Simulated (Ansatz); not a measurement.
## Ti2CF2 MXene monolayer in a perpendicular field

Aim: how the Ti2CF2 MXene monolayer screens a field along its normal, and what the field does to its bands. A positive field points along +c.

Main program and level: Ansatz 0.2.0; plane-wave DFT, PBE-D3(BJ), Ansatz PAW (set soft_1); PAW set soft_1.

This is a report of a sequence of runs, with most program output left out.

## (1) Starting point

The cell holds 5 atoms: 2 F, 2 Ti and 1 C. Cell: a = 3.100 Å, b = 3.100 Å, c = 39.576 Å, α = 90.0°, β = 90.0°, γ = 120.0°. Vacuum lies along c.

## (2) Relaxation

The starting cell is a guess, so the in-plane lattice and the atoms are relaxed first, with the slab cut off from its images along the normal.

Contents of input.yaml:

```yaml
crystal:
  lattice:
    - [3.10024, 0.0, 0.0]
    - [-1.55012, 2.6848865978, 0.0]
    - [0.0, 0.0, 39.5755009083]
  atoms:
    - { symbol: F, position: [0.3333333333, 0.6666666667, 0.4459829843] }
    - { symbol: Ti, position: [0.6666666667, 0.3333333333, 0.4690901674], spin: 1.0 }
    - { symbol: C, position: [0.0, 0.0, 0.5] }
    - { symbol: Ti, position: [0.3333333333, 0.6666666667, 0.5309098326], spin: 1.0 }
    - { symbol: F, position: [0.6666666667, 0.3333333333, 0.5540170157] }
  periodic: [true, true, false]
magnetization:
  spin_polarized: true
kpoints:
  mp_grid: { grid: [12, 12, 1] }
hamiltonian:
  xc: pbe
  dispersion: d3bj
  pseudopotentials: { kind: paw, azcp: { folder: soft_1 } }
scf:
  occupations: { method: fermi_dirac, width: 0.05 }
  convergence: { dr2_threshold: 1.0e-09 }
relax:
  f_tol: 0.004
  max_steps: 90
  cell: {}
output:
  write_potential: true
  write_density: true
  volumetric_format: npy
```

On the command line:

```sh
ansatz run input.yaml --threads 2 --pin off --max-ram 3072MiB --backend cpu --events-out ev --progress --plain --runs-dir out
```

The job ended after 58 s (2 threads of AMD EPYC 9R14 (Zen 4), shared host; peak memory 0.82 GiB).

Step by step:

```csv
step,energy less that of the first step (eV),largest force component (eV/Å),volume (Å³)
1,0.0000,4.8333,329.42
2,-1.2287,1.2759,315.26
3,-1.3171,0.1629,309.78
4,-1.3245,0.0175,314.68
5,-1.3245,0.0044,314.83
6,-1.3245,0.0000,314.82
7*,-1.3203,0.0001,314.82
8,-1.3204,0.0001,314.60
9*,-1.3203,0.0001,314.60
```

Relaxation steps marked * repeat the geometry before them on a plane-wave basis chosen anew for their cell, so energy and pressure can jump there.

Forces are held to the 12 operations that the run works with; a distortion that breaks them can't arise in this run.

```csv
cell as run,before,after,change
a (Å),3.100,3.030,-2.3 %
b (Å),3.100,3.030,-2.3 %
```

The atoms that moved most (Å, along periodic axes as changes of fractional coordinates times the final cell, across vacuum about the mean position):

```csv
atom,dx,dy,dz,length
F1,0.000,0.000,-0.257,0.257
F5,0.000,0.000,0.257,0.257
Ti4,0.000,0.000,-0.084,0.084
Ti2,0.000,0.000,0.084,0.084
```

Final coordinates:

```xyz
5
Lattice="3.0297 0.0000 0.0000 -1.5149 2.6238 0.0000 0.0000 0.0000 39.5755" Properties=species:S:1:pos:R:3
F     0.0000    1.7492   17.3928
Ti    1.5149    0.8746   18.6485
C     0.0000    0.0000   19.7878
Ti    0.0000    1.7492   20.9270
F     1.5149    0.8746   22.1827
```

This step gave:

- energy at zero smearing: -6873.5656 eV

The lattice constant a goes from 3.100 to 3.030 Å.

## (3) Atoms held, field 0

A sawtooth potential applies the field, turning back in the middle of the vacuum. With the dipole correction the typed value is the field outside the slab. The induced dipole is small, so the SCF threshold is tight.

The cell differs from the one that the last finished run ended in (c 39.576 → 22.790 Å).

Contents of input.yaml:

```yaml
crystal:
  lattice:
    - [3.0297136823, 0.0, 0.0]
    - [-1.5148568412, 2.6238090151, 0.0]
    - [0.0, 0.0, 22.7898838906]
  atoms:
    - { symbol: F, position: [0.3333333333, 0.6666666667, 0.3949120602] }
    - { symbol: Ti, position: [0.6666666667, 0.3333333333, 0.4500122409] }
    - { symbol: C, position: [0.0, 0.0, 0.5] }
    - { symbol: Ti, position: [0.3333333333, 0.6666666667, 0.5499877591] }
    - { symbol: F, position: [0.6666666667, 0.3333333333, 0.6050879398] }
kpoints:
  mp_grid: { grid: [18, 18, 1] }
  band_path:
    path: [[0, 0, 0], [0.5, 0, 0], [0.33333333, 0.33333333, 0], [0, 0, 0]]
    npoints: 16
hamiltonian:
  xc: pbe
  dispersion: d3bj
  pseudopotentials: { kind: paw, azcp: { folder: soft_1 } }
scf:
  occupations: { method: fermi_dirac, width: 0.02585 }
  convergence: { dr2_threshold: 1.0e-10 }
efield:
  axis: 3
  dipole_correction: true
  ramp_position: 0.97
  ramp_width: 0.06
  amplitude: 0
output:
  dos: { projected: true, e_range: [-6, 5] }
  write_potential: true
  write_density: true
  volumetric_format: npy
  elf: true
```

Elapsed: 9.1 s, on 2 threads; peak memory 0.56 GiB.

This step gave:

| Item | Value |
| --- | --- |
| energy at zero smearing | -6873.5731 eV |
| work function, upper face | 4.789 eV |
| dipole along the normal | -9.51e-8 e·Å |

Running mean over a fixed 2.7 Å (it still follows the layers) of the planar mean; the ramp of the sawtooth is left out. The electron's electrostatic potential energy less the Fermi level by z:

z (Å), electron's electrostatic potential energy less the Fermi level (eV) and a bar from the least value:
```
      3.0        4.8 ##############################
      3.5        4.8 ##############################
      4.0        4.8 ##############################
      4.5        4.8 ##############################
      5.0        4.8 ##############################
      5.5        4.8 ##############################
      6.0        4.8 ##############################
      6.5        4.8 ##############################
      7.0        4.6 ##############################
      7.5        3.5 ############################
      8.0        1.4 ########################
      8.5       -1.2 ###################
      9.0       -4.5 #############
      9.5       -7.6 #######
     10.0       -9.7 ###
     10.5      -10.5 ##
     11.0      -11.2 #
     11.5      -11.5 
     12.0      -10.9 #
     12.5      -10.3 ##
     13.0       -9.0 #####
     13.5       -6.4 #########
     14.0       -3.1 ################
     14.5        0.0 #####################
     15.0        2.3 #########################
     15.5        4.1 #############################
     16.0        4.7 ##############################
     16.5        4.8 ##############################
     17.0        4.8 ##############################
     17.5        4.8 ##############################
     18.0        4.8 ##############################
     18.5        4.8 ##############################
     19.0        4.8 ##############################
     19.5        4.8 ##############################
```

The density of states has structure finer than the step of the table below, so its rows give means over 0.2 eV, whole bins alone (the curve runs from -6 to 1.31 eV). Peaks (eV: height): -4.57: 5.17, -3.77: 4.60, -3.68: 12.3, -3.52: 12.2, -2.99: 3.67, 0.20: 2.80.

The density of states by energy, zero at the Fermi level; means over each step:

energy (eV), density of states (states/eV a cell) and a bar:
```
     -5.0        0.0 
     -4.8        1.0 ####
     -4.6        3.7 ##############
     -4.4        1.7 ######
     -4.2        1.5 ######
     -4.0        1.5 #####
     -3.8        3.3 ############
     -3.6        8.1 ##############################
     -3.4        3.1 ###########
     -3.2        1.9 #######
     -3.0        2.9 ###########
     -2.8        1.3 #####
     -2.6        0.1 
     -2.4        0.0 
     -2.2        0.0 
     -2.0        0.0 
     -1.8        0.2 #
     -1.6        0.8 ###
     -1.4        0.8 ###
     -1.2        0.9 ###
     -1.0        1.0 ####
     -0.8        1.1 ####
     -0.6        1.3 #####
     -0.4        1.7 ######
     -0.2        1.1 ####
      0.0        1.7 ######
      0.2        1.9 #######
      0.4        1.6 ######
      0.6        1.5 ######
      0.8        1.7 ######
      1.0        1.6 ######
      1.2        1.7 ######
```

Projected DOS per atom over height of the atomic layer and energy from the Fermi level. Layers: F Ti C Ti F from below.

Ten even steps from '_' (0.00 states/eV) to '@' (3.03 states/eV), each cell a mean:
```
__::__::__
__::__::__
__::__::__
__::__::__
__..__..__
__::__::__
__..__..__
__..__..__
__..__..__
__________
__________
__________
__..::..__
__..--..__
__--@@--__
__..==..__
____::____
__..==..__
____..____
__________
__________
__________
```
Columns: height of the atomic layer (Å) from 9 to 13.8; rows upwards: energy from the Fermi level (eV) from -5.96 to 1.24.

The electronic bands at the labelled points (eV, zero at the Fermi level):

```csv
point,band 18,band 19,band 20,band 21,band 22,band 23,band 24,band 25
Γ,-3.88,-2.66,-2.66,-0.04,-0.04,0.19,1.59,1.59
halfway,-4.02,-3.69,-2.92,-1.02,0.88,0.92,1.58,1.68
M,-4.77,-3.48,-2.97,-1.81,1.58,1.95,2.22,2.33
halfway,-4.70,-3.78,-3.50,-0.76,1.35,1.59,1.97,2.22
K,-4.46,-4.46,-3.50,0.42,1.02,1.02,2.00,2.00
halfway,-4.10,-3.68,-3.35,-0.29,-0.11,1.47,1.80,1.88
Γ,-3.88,-2.66,-2.66,-0.04,-0.04,0.19,1.59,1.59
```

ELF in the ca plane at fractional y = 0.333, with atoms of Ti and F within 0.2 Å of it. It is the smooth field of the valence electrons, not physical close to the nuclei.

Ten even steps from '0' (0.00) to '9' (0.80), each cell a mean:
```
00000000000000012113652453102798631000000000
00000000000000000038885133117999952000000000
00000000000000000058787122128879962000000000
00000000000000000038985133116999951000000000
00000000000000012212442453102688520000000000
00000000000000146631126873221122100000000000
00000000000000257741258973231000000000000000
00000000000000135521125773210133100000000000
```
Columns run along c (16.0 Å, from fractional 0.12 to 0.83 of the cell), rows up along a (3.0 Å). Atoms in or near the plane, at fractional coordinates: Ti at (0.45, 0.67), F at (0.61, 0.67).

Valence density in the ca plane at fractional y = 0.333, with atoms of Ti and F within 0.2 Å of it. It is the smooth field of the valence electrons, not physical close to the nuclei.

Ten steps, logarithmic in the rise over the least value, from '0' (0 e/Å³) to '9' (12 e/Å³), each cell a mean:
```
00000000000000001124553322222444200000000000
00000000000000000147885322124787410000000000
00000000000000000148996321125898510000000000
00000000000000000137885322124787310000000000
00000000000000001123543322222343100000000000
00000000000000012222223333332111000000000000
00000000000000012322223333432100000000000000
00000000000000012222223333332211000000000000
```
Columns run along c (16.0 Å, from fractional 0.12 to 0.83 of the cell), rows up along a (3.0 Å). Atoms in or near the plane, at fractional coordinates: Ti at (0.45, 0.67), F at (0.61, 0.67).

Electrostatic potential energy in the ca plane at fractional y = 0.333, with atoms of Ti and F within 0.2 Å of it. With pseudopotentials it is smooth inside the atoms' cores, unlike the true potential.

Values in eV, 5 rows by 16 columns, each cell a mean:
```
  5   5   5   5   5   5   4  -2 -29 -15  -1  -5 -13   5   5   5
  5   5   5   5   5   5   4  -6 -39 -25   0 -12 -34   4   5   5
  5   5   5   5   5   5   4  -2 -29 -15  -1  -6 -14   5   5   5
  5   5   5   5   5   5   5   1  -4  -3  -8  -9   2   5   5   5
  5   5   5   5   5   5   5   1  -4  -2  -8  -9   2   5   5   5
```
Columns run along c (16.0 Å, from fractional 0.07 to 0.77 of the cell; values clipped at the 3rd and 97th percentile), rows up along a (3.0 Å). Atoms in or near the plane, at fractional coordinates: Ti at (0.45, 0.67), F at (0.61, 0.67).

The work function of the upper face is 4.79 eV.

## (4) Atoms held, field 0.1 V/Å

Changes to input.yaml since step 3:

```diff
@@ -26,7 +26,6 @@
   dipole_correction: true
-  ramp_position: 0.97
-  ramp_width: 0.06
-  amplitude: 0
+  ramp_position: 0.9342
+  ramp_width: 0.1316
+  amplitude: 0.1
 output:
-  dos: { projected: true, e_range: [-6, 5] }
   write_potential: true
@@ -34,2 +33 @@
   volumetric_format: npy
-  elf: true
```

The job ended after 8.8 s (2 threads; peak memory 0.53 GiB; 17 s of CPU time).

The dipole is 0.0221 e·Å.

## (5) Single point, field -0.1 V/Å

Changes to input.yaml since step 4:

```diff
@@ -28,3 +28,3 @@
   ramp_width: 0.1316
-  amplitude: 0.1
+  amplitude: -0.1
 output:
```

Run time: 8.8 s. Hardware: 2 threads; peak memory 0.53 GiB.

The dipole is -0.0221 e·Å.

## (6) Response, atoms held

This step: plane-wave DFT, PBE-D3(BJ), Ansatz PAW (set soft_1); response to a field along the normal, atoms held; PAW set soft_1 (Ansatz 0.2.0).

The dipoles give the slope, and the difference of two potentials shows where the field is screened.

Numbers from this step:

| Property | Result |
| --- | --- |
| equivalent conductor thickness p/(ε₀AE) | 5.040 Å |
| distance between the outer atoms | 4.790 Å |

Table of dipole of the cell by applied field:

```csv
applied field (V/Å),dipole of the cell (e·Å)
-0.1000,-0.0221
0.0000,-9.5e-8
0.1000,0.0221
```

Local field over the applied field, running mean. From the potentials at -0.1 and 0.1 V/Å; running mean over 2.5 Å. The local field over applied field by z:

z (Å), local field over applied field and a bar:
```
     4.13      1.000 ##############################
     4.56      1.000 ##############################
     4.99      1.000 ##############################
     5.27      1.000 ##############################
     5.70      0.998 ##############################
     6.12      0.995 ##############################
     6.55      0.984 #############################
     6.84      0.966 #############################
     7.26      0.912 ###########################
     7.69      0.821 ########################
     8.12      0.707 #####################
     8.40      0.625 ##################
     8.83      0.501 ##############
     9.26      0.370 ##########
     9.69      0.252 #######
     9.97      0.191 #####
    10.40      0.122 ##
    10.83      0.075 #
    11.25      0.045 
    11.54      0.045 
    11.96      0.075 #
    12.39      0.122 ##
    12.82      0.191 #####
    13.10      0.252 #######
    13.53      0.370 ##########
    13.96      0.501 ##############
    14.39      0.625 ##################
    14.67      0.707 #####################
    15.10      0.821 ########################
    15.53      0.912 ###########################
    15.95      0.966 #############################
    16.24      0.984 #############################
    16.67      0.995 ##############################
    17.09      0.998 ##############################
    17.52      1.000 ##############################
    17.80      1.000 ##############################
    18.23      1.000 ##############################
    18.66      1.000 ##############################
```

Electrons, planar mean, per unit field. Table of induced electron density by z:

z (Å), induced electron density (e/Å³ per V/Å) and a bar from the least value:
```
      4.5    0.00000 ###############
      5.0    0.00000 ###############
      5.5    0.00000 ###############
      6.0    0.00001 ###############
      6.5    0.00005 ###############
      7.0    0.00020 ################
      7.5    0.00070 ##################
      8.0    0.00210 #########################
      8.5    0.00324 ##############################
      9.0    0.00159 ######################
      9.5    0.00020 ################
     10.0    0.00144 ######################
     10.5    0.00112 ####################
     11.0    0.00048 #################
     11.5   -0.00008 ##############
     12.0   -0.00068 ############
     12.5   -0.00178 #######
     13.0   -0.00061 ############
     13.5   -0.00120 #########
     14.0   -0.00169 #######
     14.5   -0.00319 
     15.0   -0.00137 ########
     15.5   -0.00042 #############
     16.0   -0.00011 ##############
     16.5   -0.00003 ###############
     17.0   -0.00001 ###############
     17.5    0.00000 ###############
     18.0    0.00000 ###############
     18.5    0.00000 ###############
```

By hand: between -0.1 and 0.1 V/Å the dipole changes by 0.04428 e·Å, a slope of 0.2214 e·Å²/V. A perfect conductor of thickness t has p = ε₀AEt, so t = 180.95 × 0.2214 / 7.949 = 5.04 Å (e/ε₀ = 180.95 V·Å, A in Å²).

The induced dipole is that of a conductor 5.04 Å thick.

## (7) What came out

| Item | Value |
| --- | --- |
| gap without field | none |
| work function, upper face | 4.79 eV |
| equivalent conductor thickness, atoms held | 5.04 Å |

In words: The induced dipole equals that of a perfect conductor 5.04 Å thick, while the outer atoms lie 4.79 Å apart. There is no gap over 0.03 eV, with or without the field. The first relaxation ran with spin and lost its moment, and the later runs have none; other magnetic states were not tried. The MXene's terminations sit over the metal atoms of its far layer; the site over carbon or nitrogen, which some compounds prefer, was not run.

[Logs are printed without paths, hosts, clocks, repeated set-up lines and the standing remarks that a program may print on its own settings, such as how far it seeks lower states.]

[Hosts, paths, dates, database ids (printed as entryN), source tags and the programs' standing remarks are cut or masked in the printed files.]

[Maps of the electrostatic potential energy from Ansatz leave out the sawtooth potential of an applied field or a dipole correction, so their vacuum need not be flat; planar profiles and work functions include it.]

[The density of states shown here was stored with 400 of the rows of the run's finer table, so its peaks can read low, often by over a quarter, or be missed, and its means over a window can be off by a tenth or more.]
